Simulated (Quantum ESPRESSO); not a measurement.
## S K-edge XANES of LaS (Fm-3m)

What does one-electron theory with a core hole give for the S K edge of LaS (Fm-3m)?

Method: X-ray absorption near-edge structure, plane-wave PAW PBEsol, one-electron final states by a Lanczos continued fraction, without spin-orbit coupling, in Quantum ESPRESSO 7.5.

Report form: the programs' logs are mostly left out.

**1. Starting point**

The structure is cubic, space group Fm-3m (No. 225). Conventional cell: a = 5.854 Å, b = 5.854 Å, c = 5.854 Å, α = 90.00°, β = 90.00°, γ = 90.00°. Nearest to La lie 6 S at 2.93 Å. S has 6 La at 2.93 Å nearest. Farther neighbours and most contacts between anions are not listed.

**2. The field without a hole**

The ground state comes first: it tells whether the system has a gap, which decides how the excited electron is treated.

The PAW data sets are made with ld1.x, with reconstruction data.

Contents of scf.in:

```
&control
   calculation='scf', prefix='x', pseudo_dir='../pp', outdir='tmp', tprnfor=.true.
/
&system
   ibrav=0, nat=2, ntyp=2, nbnd=13
   ecutwfc=75, ecutrho=560
   occupations='smearing', smearing='mv', degauss=0.015
/
&electrons
   conv_thr=2.0e-08, electron_maxstep=120
   mixing_beta=0.5
/
ATOMIC_SPECIES
La 1.0 La.pbesol-spfn-kjpaw.UPF
S3 1.0 S.pbesol-nl-kjpaw.UPF
CELL_PARAMETERS angstrom
  0.00000000 2.92700000 2.92700000
  2.92700000 0.00000000 2.92700000
  2.92700000 2.92700000 0.00000000
ATOMIC_POSITIONS crystal
La   0.00000000 0.00000000 0.00000000
S3   0.50000000 0.50000000 0.50000000
K_POINTS automatic
8 8 8 0 0 0
```

Command:

```sh
OMP_NUM_THREADS=1 mpirun --oversubscribe --bind-to none -np 4 pw.x -nk 4 -in scf.in > scf.out
```

It took 27 s on 4 MPI ranks of Intel Xeon Platinum 8124M at 3.00GHz (Skylake/Cascade Lake), shared host; peak memory 0.27 GiB.

Absorbing atoms carry a label of their own (element plus a letter or digit), as the spectrum program needs them as separate species.

The mesh shows no gap, so the system is treated as a metal and the core electron is put at the Fermi level (neutral cell).

**3. Spectrum without a core hole, S atom 2**

Without a hole the spectrum is the empty density of states of the right symmetry on the absorber, weighted by matrix elements. It needs only the small cell and serves as the baseline.

The absorber has 6 La at 2.93 Å (octahedral, site symmetry m-3m).

Contents of xspectra.in:

```
&input_xspectra
   calculation='xanes_dipole', edge='K'
   prefix='x', outdir='tmp', xiabs=2, xe0=11.6854
   xonly_plot=.false., x_save_file='xanes.sav'
   xniter=3000, xcheck_conv=20, xerror=0.005
   xcoordcrys=.false., xepsilon(1)=1, xepsilon(2)=0, xepsilon(3)=0
/
&plot
   xnepoint=413, xemin=-10, xemax=45, terminator=.true., cut_occ_states=.true.
   xgamma=0.4
/
&pseudos
   filecore='../S.wfc'
/
&cut_occ
   cut_desmooth=0.1, cut_stepl=0.05, cut_stepu=0.05, cut_ierror=1e-5
/
9 9 9 0 0 0
```

Command:

```sh
OMP_NUM_THREADS=1 mpirun --oversubscribe --bind-to none -np 4 xspectra.x -nk 4 -in xspectra.in > xspectra.out
```

The job ended after 2.7 min (4 MPI ranks; peak memory 0.25 GiB).

The S K spectrum, S atom 2, no core hole (energy from the energy zero of the input (xe0, at the border of filled and empty states); intensity scaled to a mean of 1 over the first 20 eV; the points at xe0, where the cut of filled states can leave a spike, are interpolated):

```
E (eV)  intensity
  -2.0       0.05
  -1.0       0.09
   0.0       0.27
   1.0       0.46
   2.0       0.75
   3.0       1.74
   4.0       1.51
   5.0       1.14
   6.0       1.17
   7.0       1.58
   8.0       1.56
   9.0       1.07
  10.0       0.89
  11.0       0.62
  12.0       0.96
  13.0       0.86
  14.0       0.91
  15.0       0.68
  16.0       0.94
  17.0       0.85
  18.0       0.85
  19.0       0.74
  20.0       0.75
  21.0       0.96
  22.0       0.80
  23.0       0.99
  24.0       1.21
  25.0       1.44
  26.0       1.72
  27.0       1.41
  28.0       0.87
  29.0       1.04
  30.0       0.84
  31.0       0.87
  32.0       0.83
```

Main maxima below 24 eV (height): 3.2 eV (1.76), 6.7 eV (1.76), 7.6 eV (1.68), 12.0 eV (0.96), 15.6 eV (0.99) and 21.0 eV (0.97). A K edge sees empty p states on the absorber.

**4. Another broadening**

The final state's lifetime shortens with energy, so measured features broaden above the edge; the saved Lanczos coefficients are redrawn with a width that grows.

Contents of xspectra_plot.in:

```
&input_xspectra
   calculation='xanes_dipole', edge='K'
   prefix='x', outdir='tmp', xiabs=2, xe0=11.6854
   xonly_plot=.true., x_save_file='xanes.sav'
   xniter=3000, xcheck_conv=20, xerror=0.005
   xcoordcrys=.false., xepsilon(1)=1, xepsilon(2)=0, xepsilon(3)=0
/
&plot
   xnepoint=413, xemin=-10, xemax=45, terminator=.true., cut_occ_states=.true.
   gamma_mode='variable', gamma_energy(1)=4, gamma_energy(2)=25, gamma_value(1)=0.3, gamma_value(2)=2.5
/
&pseudos
   filecore='../S.wfc'
/
&cut_occ
   cut_desmooth=0.1, cut_stepl=0.05, cut_stepu=0.05, cut_ierror=1e-5
/
9 9 9 0 0 0
```

Command:

```sh
OMP_NUM_THREADS=1 xspectra.x -in xspectra_plot.in > xspectra_plot.out
```

Elapsed: 9.6 s, on 1 MPI rank; peak memory 0.09 GiB.

With a Lorentzian half width 0.3 eV up to 4 eV, rising linearly to 2.5 eV at 25 eV, the maxima are 2.9 eV (1.86) and 6.7 eV (1.58).

**5. Reference energy of the supercell**

The photon energy needs a difference of total energies, so the cell and mesh of the coming hole run are first run without a hole.

Contents of scf.in:

```
&control
   calculation='scf', prefix='x', pseudo_dir='../pp', outdir='tmp', tprnfor=.true.
/
&system
   ibrav=0, nat=8, ntyp=2, nbnd=42
   ecutwfc=75, ecutrho=560
   occupations='smearing', smearing='mv', degauss=0.015
/
&electrons
   conv_thr=8.0e-08, electron_maxstep=120
   mixing_beta=0.5
/
ATOMIC_SPECIES
La 1.0 La.pbesol-spfn-kjpaw.UPF
S 1.0 S.pbesol-nl-kjpaw.UPF
CELL_PARAMETERS angstrom
  0.00000000 0.00000000 5.85400000
  5.85400000 0.00000000 0.00000000
  0.00000000 5.85400000 0.00000000
ATOMIC_POSITIONS crystal
La   0.00000000 0.00000000 0.00000000
La   0.00000000 0.50000000 0.50000000
La   0.50000000 0.50000000 0.00000000
La   0.50000000 0.00000000 0.50000000
S    0.50000000 0.50000000 0.50000000
S    0.50000000 0.00000000 0.00000000
S    0.00000000 0.00000000 0.50000000
S    0.00000000 0.50000000 0.00000000
K_POINTS automatic
5 5 5 0 0 0
```

Command:

```sh
OMP_NUM_THREADS=1 mpirun --oversubscribe --bind-to none -np 4 pw.x -nk 4 -in scf.in > scf.out
```

Wall time 2.3 min (4 MPI ranks); peak memory 0.92 GiB.

Reference energy: -967520.482 eV with the cores included.

**6. The atom with a core hole**

The frozen core must hold the hole, so the absorber gets a data set of its own.

Contents of S.pbesol-nl-kjpaw-1sch.ld1.in:

```
&input
   title='S', zed=16., rel=1, iswitch=3, dft='PBESOL',
   config='1s1 2s2 2p6 3s2 3p5 3d-1'
/
&inputp
   file_pseudopw='S.pbesol-nl-kjpaw-1sch.UPF', author='',
   lpaw=.true.,
   pseudotype=3,
   lloc=2,
   which_augfun='PSQ',
   rmatch_augfun_nc=.true.,
   nlcc=.true.,
   new_core_ps=.true.,
   rcore=1.5,
   tm=.true.,
   zval=7,
   lgipaw_reconstruction=.true., use_paw_as_gipaw=.true.
/
5
3S  1  0  2.00  0.00  1.50  1.70  0.0
3S  1  0  0.00  6.00  1.50  1.70  0.0
3P  2  1  5.00  0.00  1.50  1.70  0.0
3P  2  1  0.00  3.00  1.50  1.70  0.0
3D  3  2  0.00  1.50  1.60  1.60  0.0
```

Command:

```sh
ld1.x < S.pbesol-nl-kjpaw-1sch.ld1.in > S.pbesol-nl-kjpaw-1sch.ld1.out
```

Run time: 1.1 s. Hardware: 1 MPI rank; peak memory 0.13 GiB.

Removing the core electron and adding it to the valence shell costs the free atom 2476.3 eV.

**7. Supercell with XCH, S atom 2**

The holes are 5.9 Å apart. The excited electron is kept in the cell, where it fills the lowest empty states and screens the hole.

Changes to scf.in since step 5:

```diff
@@ -4,3 +4,3 @@
 &system
-   ibrav=0, nat=8, ntyp=2, nbnd=42
+   ibrav=0, nat=8, ntyp=3, nbnd=43
    ecutwfc=75, ecutrho=560
@@ -14,2 +14,3 @@
 La 1.0 La.pbesol-spfn-kjpaw.UPF
+S0 1.0 S.pbesol-nl-kjpaw-1sch.UPF
 S 1.0 S.pbesol-nl-kjpaw.UPF
@@ -24,3 +25,3 @@
 La   0.50000000 0.00000000 0.50000000
-S    0.50000000 0.50000000 0.50000000
+S0   0.50000000 0.50000000 0.50000000
 S    0.50000000 0.00000000 0.00000000
```

Command:

```sh
OMP_NUM_THREADS=1 mpirun --oversubscribe --bind-to none -np 4 pw.x -nk 4 -in scf.in > scf.out
```

The job ended after 1.8 min (4 MPI ranks; peak memory 0.93 GiB; 7.4 min of CPU time).

Energy with the hole: -965040.748 eV, cores included.

**8. Spectrum with XCH, S atom 2**

The Lanczos recursion gives the spectrum without computing empty bands; each polarisation needs a run of its own on the full k mesh. xe0 is set between filled and empty states, and states below it are cut, here at the Fermi level, which holds the excited electron. The file of filecore holds the core orbital, taken from the hole-free data set.

Changes to xspectra.in since step 3:

```diff
@@ -2,3 +2,3 @@
    calculation='xanes_dipole', edge='K'
-   prefix='x', outdir='tmp', xiabs=2, xe0=11.6854
+   prefix='x', outdir='tmp', xiabs=2, xe0=11.8994
    xonly_plot=.false., x_save_file='xanes.sav'
@@ -17,2 +17,2 @@
 /
-9 9 9 0 0 0
+5 5 5 0 0 0
```

Command:

```sh
OMP_NUM_THREADS=1 mpirun --oversubscribe --bind-to none -np 4 xspectra.x -nk 4 -in xspectra.in > xspectra.out
```

It took 7.8 min on 4 MPI ranks; peak memory 0.8 GiB.

The S K spectrum, S atom 2, excited-electron core hole (neutral cell) (energy from the energy zero of the input (xe0, at the border of filled and empty states); intensity scaled to a mean of 1 over the first 20 eV; the points at xe0, where the cut of filled states can leave a spike, are interpolated):

```
E (eV)  intensity
  -2.0       0.06
  -1.5       0.08
  -1.0       0.10
  -0.5       0.16
   0.0       0.28
   0.5       0.43
   1.0       0.73
   1.5       1.09
   2.0       1.73
   2.5       2.31
   3.0       1.75
   3.5       1.25
   4.0       1.27
   4.5       1.60
   5.0       1.34
   5.5       1.03
   6.0       1.35
   6.5       1.18
   7.0       0.99
   7.5       0.94
   8.0       0.82
   8.5       0.77
   9.0       0.86
   9.5       0.94
  10.0       0.69
  10.5       0.66
  11.0       0.82
  11.5       0.90
  12.0       0.88
  12.5       0.96
  13.0       1.06
  13.5       0.88
  14.0       0.69
  14.5       0.65
  15.0       0.77
  15.5       0.90
  16.0       0.98
  16.5       0.79
  17.0       0.77
  17.5       0.85
  18.0       1.06
  18.5       0.92
  19.0       0.79
  19.5       1.01
  20.0       1.11
  20.5       1.04
  21.0       0.80
  21.5       0.84
  22.0       0.99
  22.5       1.15
  23.0       1.27
  23.5       1.27
  24.0       1.47
  24.5       1.91
  25.0       1.95
  25.5       1.39
  26.0       1.18
  26.5       0.97
  27.0       0.81
  27.5       0.79
  28.0       0.89
  28.5       0.96
  29.0       0.93
  29.5       0.77
  30.0       0.73
  30.5       0.98
  31.0       1.00
  31.5       0.90
  32.0       0.90
```

Main maxima below 24 eV (height): 2.5 eV (2.32), 4.4 eV (1.61), 6.2 eV (1.41), 13.0 eV (1.07), 18.2 eV (1.09) and 20.2 eV (1.15). 

The total-energy difference is 2479.73 eV. One term is added: -16.94 eV, since the hole is spin-paired here and a spin-polarised one costs that much less in the free atom (computed apart). The photon energy is then 2462.79 eV. The functional leaves an error in such absolute values: in the free atom PBEsol prices this hole 4.4 eV below PBE (computed apart), and PBE is itself good to a few eV.

**9. Another broadening**

Changes to xspectra_plot.in since step 4:

```diff
@@ -2,3 +2,3 @@
    calculation='xanes_dipole', edge='K'
-   prefix='x', outdir='tmp', xiabs=2, xe0=11.6854
+   prefix='x', outdir='tmp', xiabs=2, xe0=11.8994
    xonly_plot=.true., x_save_file='xanes.sav'
@@ -17,2 +17,2 @@
 /
-9 9 9 0 0 0
+5 5 5 0 0 0
```

Command:

```sh
OMP_NUM_THREADS=1 xspectra.x -in xspectra_plot.in > xspectra_plot.out
```

Run time: 2.6 s. Hardware: 1 MPI rank; peak memory 0.05 GiB.

With a Lorentzian half width 0.3 eV up to 4 eV, rising linearly to 2.5 eV at 25 eV, the maxima are 2.5 eV (2.55), 4.4 eV (1.68), 6.2 eV (1.29) and 12.7 eV (0.88).

**10. With and without the hole**

Both curves are counted from their own zero, so only the shift of weight within the empty states shows.

```
E (eV)  no hole   XCH
  -2.0     0.05  0.06
  -1.0     0.09  0.10
   0.0     0.27  0.28
   1.0     0.46  0.73
   2.0     0.75  1.73
   3.0     1.74  1.75
   4.0     1.51  1.27
   5.0     1.14  1.34
   6.0     1.17  1.35
   7.0     1.58  0.99
   8.0     1.56  0.82
   9.0     1.07  0.86
  10.0     0.89  0.69
  11.0     0.62  0.82
  12.0     0.96  0.88
  13.0     0.86  1.06
  14.0     0.91  0.69
  15.0     0.68  0.77
  16.0     0.94  0.98
  17.0     0.85  0.77
  18.0     0.85  1.06
  19.0     0.74  0.79
  20.0     0.75  1.11
  21.0     0.96  0.80
  22.0     0.80  0.99
  23.0     0.99  1.27
  24.0     1.21  1.47
  25.0     1.44  1.95
  26.0     1.72  1.18
  27.0     1.41  0.81
  28.0     0.87  0.89
  29.0     1.04  0.93
  30.0     0.84  0.73
  31.0     0.87  1.00
  32.0     0.83  0.90
```

With each curve scaled to its own mean, the area from −2 to 6 eV with the hole is 7.9 against 6.6, and the centre of weight from −1 to 20 eV moves by -0.2 eV: the hole pulls the absorber's empty states down.

**11. Outcome**

```
absorber and edge                               : S K, atom 2 of the ground-state input (counted from 1)
surroundings                                    : 6 La at 2.93 Å (octahedral, site symmetry m-3m)
highest intensity below 16 eV                   : 2.5 eV above the zero, height 2.32
photon energy of the zero, with the added terms : 2462.8 eV (raw 2479.7 eV; PBEsol puts this hole about 4 eV below PBE, itself good to a few eV)
```

The S K edge of atom 2, with 6 La at 2.93 Å (octahedral, site symmetry m-3m), has its highest intensity of the first 16 eV at 2.5 eV above the zero, near 2465 eV in photon energy (PBEsol puts this hole about 4 eV below PBE, itself good to a few eV), 2.3 times the mean level of the first 20 eV (Lorentzian half width 0.4 eV). With each curve scaled to its own mean, the area from −2 to 6 eV with the hole is 7.9 against 6.6, and the centre of weight from −1 to 20 eV moves by -0.2 eV: the hole pulls the absorber's empty states down. The primitive cell holds an odd number of electrons, so a spin-paired run has to come out metallic; that is right for a metal, but some such compounds are magnetic or distorted insulators. The holes are only 5.9 Å apart, so the shape is probably not converged with cell size; no larger cell was run here. The structure is a published determination, not relaxed.

[Logs are printed without paths, hosts, clocks, repeated set-up lines and the standing remarks that a program may print on its own settings, such as how far it seeks lower states.]

[Hosts, paths, dates, database ids (printed as entryN), source tags and the programs' standing remarks are cut or masked in the printed files.]

[Lists of maxima count a maximum above −3 eV only where it reaches 4 % of the highest in the window and stands out from its surroundings by 2 % of it (1.5 % where it reaches 55 %); shoulders and weaker maxima are passed over, and of the rest the first, up to two pre-edge ones and the few strongest are named.]
